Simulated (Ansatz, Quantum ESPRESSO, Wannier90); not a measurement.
# Ballistic channels from Wannier functions: straight Li chain, spacing 2.95 Å, part 5 of 5

Wanted: localised orbitals and the quantum conductance of this wire: straight Li chain, spacing 2.95 Å.

Quantum ESPRESSO 7.5 and Wannier90 3.1.0; plane-wave DFT, PBE, GBRV ultrasoft pseudopotentials; cross-check by Ansatz 0.2.0 with PAW datasets.

So far. Step 2 (SCF with pw.x): The run needed 9 iterations to bring the estimated error under 1e-07 Ry. Step 6 (Wannier functions and transport): Bands and channels are those of the Wannier model: bands that were not projected, and all outside the frozen window, are missing or only approximate.

**10. The same in Ansatz**

As a check, the same structure is run in Ansatz.

Level of this step: plane-wave DFT, PBE, Ansatz PAW (Ansatz 0.2.0).

System of this step: straight Li chain, spacing 2.95 Å, 2 periods. The cell holds 2 atoms: 2 Li. Its edges and angles: a = 8.000 Å, b = 8.000 Å, c = 5.900 Å, α = 90.0°, β = 90.0°, γ = 90.0°. Vacuum lies along a and b. The structure's axis is c.

input.yaml reads:

```yaml
crystal:
  lattice:
    - [8.0, 0.0, 0.0]
    - [0.0, 8.0, 0.0]
    - [0.0, 0.0, 5.9]
  atoms:
    - { symbol: Li, position: [0.0, 0.0, 0.0] }
    - { symbol: Li, position: [0.0, 0.0, 0.5] }
kpoints:
  mp_grid: { grid: [1, 1, 12] }
hamiltonian:
  xc: pbe
scf:
  occupations: { method: fermi_dirac, width: 0.05 }
  convergence: { dr2_threshold: 1.0e-08 }
output:
  transmission:
    leads: [[0, 0]]
    e_range: [-4.0, 2.0]
    de: 0.05
    kmesh: [1, 1]
    reduced_basis: true
```

On the command line:

```
> ansatz run input.yaml --threads 2 --pin off --max-ram 4096MiB --backend cpu --events-out ev --progress --plain --runs-dir out
```

Numbers of over 12 decimals in the logs are rounded to 6 here.

The log of the run:

```text
Engine: ansatz 0.2.0, x86_64-unknown-linux-gnu
Pseudopotentials: kind: paw
Pseudopotential: Li, paw, valence charge 3, recommended cutoff 420 eV (normal), Li.paw.azcp
Functional definition: PBE
  parameter kappa = 0.804
  parameter beta = 0.066725
  exchange = pbe_x(kappa = kappa, mu = beta*pi^2/3)
  correlation = pbe_c(beta = beta)
Crystal: 2 atoms, lattice volume = 377.600 Å³
Basis set: ecut = 420 eV, 7411 PW (Γ)
Bands: 7, of which v1, the nominal top of the filled ones, is band 3 counted from 1 (2 counted from 0)
Symmetry: 32 space group operations
Space group: P4/mmm (ITA 123), of the structure as read, at distance tolerance 7.2e-5 Å
k-points: 7 of 12
Non-local potential: Li, projectors of the file, l = 0: 3, l = 1: 2, l = 2: 1
PAW form: soft (Blöchl's): semilocal exchange-correlation on the pseudo side does not see the compensation charge
PAW one-centre angular grid: Li, 110 points (default); XC on 64 Gauss nodes
Initial density: superposition of atomic densities (neutral atoms: chi_scale 0, normalization atom), corrected by the library's trained network
Initial wavefunctions: pseudopotential atomic-orbital guess
Functional: x = pbe(κ = 0.804, μ = 0.219515), c = pbe(β = 0.066725)
SCF iter   1: F=—  HF=-407.379927 eV  |F-HF|=—  |Δ(HF+E_count)|=         —  Δρ=4.45e-4  dr2=5.22e-3  ethr=1.77e-3  ⟨swp⟩=6.0  Hψ=399  notcnv=0
preconditioner: auto → LDOS  [metal: Δε(μ)=0.264 eV  Ē_g=2.478 eV  σ=0.050 eV  W_gap=0.50  n_scr=18 (ndim 8)  ℏωp=2.7 eV  f_vac=0.486  D(μ)=1.76/eV (n_scr^D=4)  β→1.0]
SCF iter   2: F=—  HF=-407.379667 eV  |F-HF|=—  |Δ(HF+E_count)|=   2.60e-4  Δρ=1.55e-4  dr2=3.98e-4  ethr=8.71e-5  ⟨swp⟩=2.3  Hψ=142  notcnv=0
SCF iter   3: F=—  HF=-407.379778 eV  |F-HF|=—  |Δ(HF+E_count)|=   1.11e-4  Δρ=5.27e-5  dr2=3.87e-5  ethr=6.64e-6  ⟨swp⟩=2.0  Hψ=77  notcnv=0
SCF iter   4: F=—  HF=-407.379790 eV  |F-HF|=—  |Δ(HF+E_count)|=   1.15e-5  Δρ=6.49e-6  dr2=4.55e-7  ethr=6.44e-7  ⟨swp⟩=2.0  Hψ=57  notcnv=0
SCF iter   5: F=—  HF=-407.379791 eV  |F-HF|=—  |Δ(HF+E_count)|=   1.05e-6  Δρ=1.56e-6  dr2=2.56e-8  ethr=7.59e-9  ⟨swp⟩=2.0  Hψ=58  notcnv=0
SCF iter   6: F=-407.379791 eV  HF=-407.379791 eV  |F-HF|=2.89e-9  |Δ(HF+E_count)|=   5.07e-8  Δρ=4.29e-7  dr2=3.82e-10  ethr=1.67e-10  ⟨swp⟩=3.6  Hψ=190  notcnv=0
SCF 1 converged in 6 iterations: F = -407.379791 eV  dr2 = 3.82e-10
  greatest PAW one-centre occupation: 1.000 electrons in one spin orbital (limit 2), on the Li atom at site 1 (counted from 0), in its partial waves of l = 0
transmission: 8 of 48 steps passed
transmission: 16 of 48 steps passed
[...]
transmission: 48 of 48 steps passed
SCF converged after 6 iterations
Free energy (F): -407.379791 eV
Harris-Foulkes:  -407.379791 eV  (|F-HF|=2.89e-9)
Internal energy: -407.366737 eV  (E = F + TS)
E sigma→0 (E₀):  -407.373264 eV
Entropy (-TS):   -0.013054 eV (-6.527 meV/atom)
Fermi energy:    -2.820474 eV
--- Per-component energies (eV) ---
  E_band       = -209.699398
  E_kinetic    = 39.315770
  E_local      = -431.235718  (includes V_loc(G=0)·N_el)
  E_nonlocal   = -66.556273
  E_hartree    = 147.947882
  E_xc         = -17.247948
  E_vxc        = -22.097694  (∫ρ·V_xc dr)
  E_paw        = -41.912692  (= ΣΔE_a)
  E_vpaw       = -25.021356  (= ΣTr[D̂ρ^β])
  E_aug_tail   = 0.000031  (compensation charges beyond the density's cutoff)
  E_ewald      = -37.677788
  E_smearing   = -0.013054  (= −TS)
  E_closure    = -0.000000  (closes the sum)
  Σ components = -407.379791   (vs F -407.379791, Δ=0.00e0)
--- Band table (eV; the first three rows and the last of 7) ---
  k-point 0: bands = ["-50.7631", "-50.7546", "-3.6000", "-1.4233", "-1.1915", "-1.1915", "0.2503"]
  k-point 1: bands = ["-50.7630", "-50.7547", "-3.5775", "-1.5034", "-1.1620", "-1.1620", "0.2756"]
  k-point 2: bands = ["-50.7625", "-50.7552", "-3.5104", "-1.7103", "-1.0736", "-1.0736", "0.3511"]
  k-point 6: bands = ["-50.7589", "-50.7589", "-2.8214", "-2.8214", "-0.1341", "-0.1341", "-0.1341"]
--- Transmission ---
  basis      : 561 plane waves across, 8 finite elements along
  points     : 1, standing for a mesh of 1 x 1
  energies   : 121 from -4.000000 to 2.000000 eV about the Fermi level, 0.050000 eV apart; the leads are filled to 0.000000 eV, and channels, transmission and decay are at 0.000000 eV
  crystal 0  : Li2, at the sites [0, 0], period 5.9000 Å: whole cells are its period
    offset         : up to 0.0000 Å between an atom of the period and one for which it stands
    channels       : 1.000000e0 a spin
    conductance    : none, the energies end too early or step too widely for 300 K: set another output.transmission.e_range or a lower de, or, where they end at an eighth of basis.ecutwfc, a higher one
```

Wall time 19 s (2 threads of AMD EPYC 7R43, shared host); peak memory 0.46 GiB; 36 s of CPU time.

This step gave:

```
free energy             : -407.3798 eV
energy at zero smearing : -407.3733 eV
smearing term TS        : 0.01305 eV
Fermi energy            : -2.820 eV
symmetry operations     : 32
```

Per spin. The open channels by energy, zero at the Fermi level:

```csv
energy (eV),open channels
-0.800,0
-0.600,1
-0.400,1
-0.200,1
0.000,1
0.200,1
0.400,1
0.600,1
0.800,1
1.000,1
1.200,1
1.400,0
1.600,0
1.800,2
2.000,2
```

**11. The arithmetic**

1 channel × 77.48 µS = 77 µS, a two-terminal resistance of 12.906/1 = 12.91 kΩ whatever the wire's length, as long as nothing scatters.

**12. Outcome**

```yaml
open_channels_at_the_fermi_level_per_spin: 1
total_spread: 2.69 Å²
gauge_invariant_spread: 2.69 Å²
largest_band_misfit_in_the_frozen_window: 0.00185 eV
channels_at_the_fermi_level_by_ansatz: 1
```

In words: The wire offers 1 channel per spin at the Fermi level. Between -4 and 1.5 eV the channel count from Wannier functions equals that from Ansatz's layer matching at 100 % of the energies; outside the frozen window the Wannier bands are not held to the plane-wave ones. Each plane-wave level in the frozen window has a Wannier level within 0.01 eV; this test doesn't see extra bands that a model may add. The wire is perfect, so the conductance only counts bands: each channel, with its partner of the other spin, carries G₀ = 2e²/h. It was run without spin polarisation, which was not tested.

[Logs are printed without paths, hosts, clocks, repeated set-up lines and the standing remarks that a program may print on its own settings, such as how far it seeks lower states.]

[Hosts, paths, dates, database ids (printed as entryN), source tags and the programs' standing remarks are cut or masked in the printed files.]

[Maps of the electrostatic potential energy from Ansatz leave out the sawtooth potential of an applied field or a dipole correction, so their vacuum need not be flat; planar profiles and work functions include it.]
